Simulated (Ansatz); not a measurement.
# How fast states decay through Rb2SiCl3F3, part 2 of 2

Wanted: the relaxed cell of Rb2SiCl3F3, its band edges and its decay constants. It is built by putting Cl for part of the F in the Rb2SiF6 structure of space group Fm-3m, with the volume rescaled by atomic radii. The parent structure comes from the Materials Project.

Ansatz 0.2.0; PBE DFT, plane waves, PAW files (the session's first sound run).

So far, gap on path (eV): step 3 (the bulk crystal and its band edges) 4.59.

The structure was built from a prototype and need not be the compound's stable phase.

## Step 6: Complex bands, plane (001), k-mesh 4×4×4

The same for the (001) plane, at (0, 0) and (0.5, 0), to see how the decay depends on direction.

Contents of input.yaml:

```yaml
crystal:
  lattice:
    - [6.967676914, 0.0, 0.0]
    - [3.483838457, 6.034185213, 0.0]
    - [3.483838457, 2.011395071, 5.406650243]
  atoms:
    - { symbol: Rb, position: [0.2477691089, 0.2477691089, 0.2566926732] }
    - { symbol: Rb, position: [0.7556256039, 0.7556256039, 0.7331231882] }
    - { symbol: Si, position: [0.9880396783, 0.9880396783, 0.0358809651] }
    - { symbol: F, position: [0.8146496912, 0.1641360247, 0.2065645929] }
    - { symbol: Cl, position: [0.2242259783, 0.2242259783, 0.7848697983] }
    - { symbol: F, position: [0.8146496912, 0.8146496912, 0.2065645929] }
    - { symbol: Cl, position: [0.2242259783, 0.7666782451, 0.7848697983] }
    - { symbol: Cl, position: [0.7666782451, 0.2242259783, 0.7848697983] }
    - { symbol: F, position: [0.1641360247, 0.8146496912, 0.2065645929] }
kpoints:
  mp_grid: { grid: [4, 4, 4] }
scf:
  occupations: { method: fixed }
hamiltonian:
  xc: pbe
output:
  eigenvalues: true
  transmission:
    leads: [[0, 0]]
    kpoints: [[0.0, 0.0], [0.5, 0.0]]
    e_range: [-1.0, 5.59]
    de: 0.13
```

Started as:

```console
> ansatz run input.yaml --threads 2 --pin off --max-ram 4096MiB --backend cpu --events-out ev --progress --plain --runs-dir out
```

It took 2.5 min on 2 threads of Arm Neoverse V1, shared host; peak memory 1.5 GiB.

This step gave:

```yaml
free_energy: -12846.7239 eV
decay_constant_at_the_filling_level_zone_centre: 0.4530 Å⁻¹
decay_constant_at_the_filling_level_slowest_listed_point: 0.453 Å⁻¹
```

K parallel (0, 0); values up to 1.5 1/Å, a degenerate pair printed once or twice; energies at which all values exceed this have no row. Im kz of the slowest decaying states against energy, zero at the highest filled level on the SCF mesh:

```
energy (eV)  decay 1 (Å⁻¹)  decay 2 (Å⁻¹)  decay 3 (Å⁻¹)  decay 4 (Å⁻¹)
      -1.00         0.0434          0.118          0.513          0.636
      -0.74          0.223          0.247          0.589          0.647
      -0.48          0.322          0.446          0.637          0.655
      -0.22          0.369          0.477          0.593          0.629
       0.04          0.244          0.387          0.401          0.665
       0.30          0.425          0.452          0.667          0.699
       0.56          0.441          0.519          0.667          0.712
       0.82          0.453          0.558          0.666          0.720
       1.08          0.460          0.584          0.664          0.725
       1.34          0.464          0.604          0.661          0.727
       1.60          0.465          0.619          0.657          0.727
       1.86          0.462          0.630          0.651          0.725
       2.12          0.457          0.638          0.645          0.721
       2.38          0.448          0.638          0.643          0.715
       2.64          0.437          0.631          0.647          0.708
       2.90          0.421          0.622          0.648          0.699
       3.16          0.402          0.613          0.648          0.689
       3.42          0.378          0.603          0.645          0.677
       3.68          0.347          0.592          0.641          0.665
       3.94          0.308          0.581          0.634          0.651
       4.20          0.252          0.569          0.622          0.639
       4.46          0.158          0.557          0.606          0.629
       4.72          0.546          0.586          0.619          0.731
       4.98          0.549          0.563          0.607          0.624
       5.24          0.336          0.505          0.537          0.594
       5.50          0.324          0.439          0.509          0.580
```

K parallel (0.5, 0); values up to 1.5 1/Å, a degenerate pair printed once or twice; energies at which all values exceed this have no row. Table of Im kz of the slowest decaying states by energy, zero at the highest filled level on the SCF mesh:

| energy (eV) | decay 1 (Å⁻¹) | decay 2 (Å⁻¹) | decay 3 (Å⁻¹) | decay 4 (Å⁻¹) |
| --- | --- | --- | --- | --- |
| -1.00 | 0.116 | 0.296 | 0.413 | 0.418 |
| -0.74 | 0.309 | 0.346 | 0.446 | 0.576 |
| -0.35 | 0.232 | 0.351 | 0.381 | 0.572 |
| 0.04 | 0.397 | 0.463 | 0.524 | 0.630 |
| 0.30 | 0.503 | 0.521 | 0.571 | 0.656 |
| 0.56 | 0.531 | 0.572 | 0.604 | 0.676 |
| 0.95 | 0.562 | 0.617 | 0.637 | 0.699 |
| 1.34 | 0.582 | 0.646 | 0.658 | 0.720 |
| 1.60 | 0.591 | 0.660 | 0.668 | 0.738 |
| 1.86 | 0.598 | 0.670 | 0.674 | 0.738 |
| 2.25 | 0.604 | 0.679 | 0.680 | 0.734 |
| 2.64 | 0.606 | 0.681 | 0.685 | 0.725 |
| 2.90 | 0.605 | 0.680 | 0.686 | 0.716 |
| 3.16 | 0.603 | 0.677 | 0.685 | 0.704 |
| 3.55 | 0.598 | 0.669 | 0.678 | 0.682 |
| 3.94 | 0.591 | 0.644 | 0.659 | 0.675 |
| 4.20 | 0.584 | 0.615 | 0.650 | 0.669 |
| 4.46 | 0.574 | 0.581 | 0.639 | 0.661 |
| 4.85 | 0.518 | 0.552 | 0.620 | 0.648 |
| 5.24 | 0.418 | 0.519 | 0.595 | 0.631 |
| 5.50 | 0.0404 | 0.255 | 0.489 | 0.572 |

At the listed wavevectors the last open channel is at -0.87 eV and the next at +4.72 eV on the grid, wider than the gap, since narrow bands can fall between grid energies. At +2.25 eV, the grid energy nearest the filling level (the middle of the gap on the SCF mesh), the slowest state at the listed wavevectors decays with κ = 0.453 Å⁻¹, its amplitude falling by e over 2.2 Å; the first such run, plane (101), gave 0.387 Å⁻¹.

## Step 7: Band edges at another level

This step: PBEsol DFT, plane waves, PAW files (Ansatz 0.2.0).

The edges again with PBEsol, at the same atoms.

Contents of input.yaml:

```yaml
crystal:
  lattice:
    - [0.1630634236, 4.7638281717, 4.7638281717]
    - [4.9268915953, 0.0, 4.9268915953]
    - [4.9268915953, 4.9268915953, 0.0]
  atoms:
    - { symbol: Rb, position: [0.7433073268, 0.7522308911, 0.7522308911] }
    - { symbol: Rb, position: [0.2668768118, 0.2443743961, 0.2443743961] }
    - { symbol: Si, position: [-0.0358809651, 0.0119603217, 0.0119603217] }
    - { symbol: F, position: [0.7934354071, 0.1853503088, 0.8358639753] }
    - { symbol: Cl, position: [0.2151302017, 0.2333217549, 0.7757740217] }
    - { symbol: F, position: [0.7934354071, 0.8358639753, 0.1853503088] }
    - { symbol: Cl, position: [0.2151302017, 0.7757740217, 0.2333217549] }
    - { symbol: Cl, position: [0.2151302017, 0.7757740217, 0.7757740217] }
    - { symbol: F, position: [0.7934354071, 0.1853503088, 0.1853503088] }
kpoints:
  mp_grid: { grid: [6, 6, 6] }
  band_path: { path: [VBM, CBM], npoints: 30 }
scf:
  occupations: { method: fixed }
hamiltonian:
  xc: pbesol
output:
  eigenvalues: true
```

It took 54 s on 2 threads; peak memory 0.54 GiB; 1.8 min of CPU time.

This step gave:

```yaml
free_energy: -12652.0271 eV
fermi_energy: 1.001 eV
gap_on_the_k_mesh: 4.570 eV
gap_on_path: 4.570 eV, by band count; negative where bands overlap
direct_gap_on_path: 4.570 eV
```

Levels at VBM (eV): -7.04, -4.83, -4.83, -4.59, -3.49, -3.49, -2.96, -2.64, -2.64, -2.15, -1.39, -1.39, -1.02, -0.81, -0.81, -0.01, -0.01, 0.00, 4.57, 5.66, 7.17, 7.17, 7.61, 7.82, 7.82.

The searched edges give 4.57 eV, as on the mesh.

## Step 8: Complex bands at another level

This step: PBEsol DFT, plane waves, PAW files; complex bands by layer matching along the plane's normal (Ansatz 0.2.0).

The complex bands at that level, over its own gap, at (0, 0) and (0.5, 0).

Contents of input.yaml:

```yaml
crystal:
  lattice:
    - [6.739043506, 0.0, 0.0]
    - [3.137009958, 5.96438395, 0.0]
    - [0.0, 4.069868908, 5.655500743]
  atoms:
    - { symbol: Rb, position: [0.2477691089, 0.4955382179, 0.7522308911] }
    - { symbol: Rb, position: [0.7556256039, 0.5112512079, 0.2443743961] }
    - { symbol: Si, position: [0.9880396783, 0.9760793566, 0.0119603217] }
    - { symbol: F, position: [0.8146496912, 0.9787857159, 0.8358639753] }
    - { symbol: Cl, position: [0.7666782451, 0.4484519566, 0.7757740217] }
    - { symbol: F, position: [0.1641360247, 0.6292993824, 0.1853503088] }
    - { symbol: Cl, position: [0.2242259783, 0.9909042234, 0.2333217549] }
    - { symbol: Cl, position: [0.2242259783, 0.9909042234, 0.7757740217] }
    - { symbol: F, position: [0.8146496912, 0.9787857159, 0.1853503088] }
kpoints:
  mp_grid: { grid: [6, 6, 6] }
scf:
  occupations: { method: fixed }
hamiltonian:
  xc: pbesol
output:
  eigenvalues: true
  transmission:
    leads: [[0, 0]]
    kpoints: [[0.0, 0.0], [0.5, 0.0]]
    e_range: [-1.0, 5.57]
    de: 0.13
```

The job ended after 2.3 min (2 threads; peak memory 1.4 GiB; 3.9 min of CPU time).

This step gave:

| Item | Value |
| --- | --- |
| free energy | -12652.0270 eV |
| level to which the leads are filled | 2.285 eV from the Fermi level |
| decay constant at the filling level, zone centre | 0.3813 Å⁻¹ |
| decay constant at the filling level, slowest listed point | 0.3813 Å⁻¹ |

K parallel (0, 0); values up to 1.5 1/Å, a degenerate pair printed once or twice; energies at which all values exceed this have no row. Table of Im kz of the slowest decaying states by energy, zero at the highest filled level on the SCF mesh:

```
energy (eV)  decay 1 (Å⁻¹)  decay 2 (Å⁻¹)  decay 3 (Å⁻¹)  decay 4 (Å⁻¹)
      -1.00          0.192          0.361          0.376          0.458
      -0.74          0.183          0.234          0.245          0.367
      -0.35          0.400          0.569          0.594          0.635
       0.04         0.0945          0.116          0.307          0.483
       0.30          0.220          0.285          0.515          0.572
       0.56          0.278          0.362          0.538          0.629
       0.95          0.329          0.431          0.561          0.636
       1.34          0.359          0.473          0.575          0.637
       1.60          0.371          0.492           0.58          0.634
       1.86          0.378          0.507          0.582          0.630
       2.25          0.381          0.522          0.581          0.620
       2.64          0.375          0.530          0.574          0.607
       2.90          0.366          0.533          0.565          0.597
       3.16          0.352          0.533          0.553          0.587
       3.55          0.320          0.529          0.530          0.571
       3.94          0.268          0.495          0.522          0.552
       4.20          0.215          0.467          0.515          0.539
       4.46          0.123          0.433          0.506          0.524
       4.85          0.369          0.489          0.499          0.605
       5.24          0.275          0.468          0.470          0.565
       5.50         0.0600          0.175          0.448          0.451
```

K parallel (0.5, 0); values up to 1.5 1/Å, a degenerate pair printed once or twice; energies at which all values exceed this have no row. Im kz of the slowest decaying states against energy, zero at the highest filled level on the SCF mesh:

```
energy (eV)  decay 1 (Å⁻¹)  decay 2 (Å⁻¹)  decay 3 (Å⁻¹)  decay 4 (Å⁻¹)
     -1.000          0.159          0.193          0.374          0.556
     -0.480         0.0516          0.152          0.418          0.455
      0.040          0.158          0.199          0.548          0.560
      0.560          0.349          0.392          0.615          0.617
      0.950          0.411          0.459          0.638          0.643
      1.470          0.459          0.514          0.656          0.661
      1.990          0.486          0.547          0.662          0.671
      2.510          0.499          0.565          0.658          0.675
      3.030          0.501          0.572          0.648          0.682
      3.550          0.493          0.568          0.631          0.669
      3.940          0.479          0.557          0.613          0.648
      4.460          0.447          0.529          0.583          0.613
      4.980          0.383          0.476          0.545          0.567
      5.500          0.296          0.502          0.504          0.604
```

At the listed wavevectors the last open channel is at -0.09 eV and the next at +4.59 eV on the grid. At +2.25 eV, the grid energy nearest the filling level (the middle of the gap on the SCF mesh), the slowest state at the listed wavevectors decays with κ = 0.381 Å⁻¹, its amplitude falling by e over 2.6 Å; the first such run, plane (101), gave 0.387 Å⁻¹.

## Step 9: Outcome

```
band gap                                         : 4.59 eV
least decay constant at mid-gap, normal to (101) : 0.387 Å⁻¹
least decay constant at mid-gap, normal to (001) : 0.453 Å⁻¹
least decay constant on a mesh, normal to (101)  : 0.387 Å⁻¹
least decay constant, PBEsol                     : 0.381 Å⁻¹
```

What this shows: With PBE, the slowest decay at the wavevectors tried is κ = 0.387 Å⁻¹, normal to (101). Through such a film the transmission near mid-gap falls as exp(−2κd), a factor of ten every 3.0 Å. The decay depends on direction: 1.2 times faster normal to (001). A free electron under a barrier of half the gap would need a mass of 0.25 mₑ to decay at this rate. With PBEsol the gap goes from 4.59 to 4.57 eV and the decay constant, over the first 2 listed wavevectors, from 0.387 to 0.381 Å⁻¹. The compound is made up by substitution; its stability against other phases and against distortions of the cell's symmetry was not tested. A semilocal functional narrows gaps, so real decay constants are likely larger.

[Logs are printed without paths, hosts, clocks, repeated set-up lines and the standing remarks that a program may print on its own settings, such as how far it seeks lower states.]

[Hosts, paths, dates, database ids (printed as entryN), source tags and the programs' standing remarks are cut or masked in the printed files.]
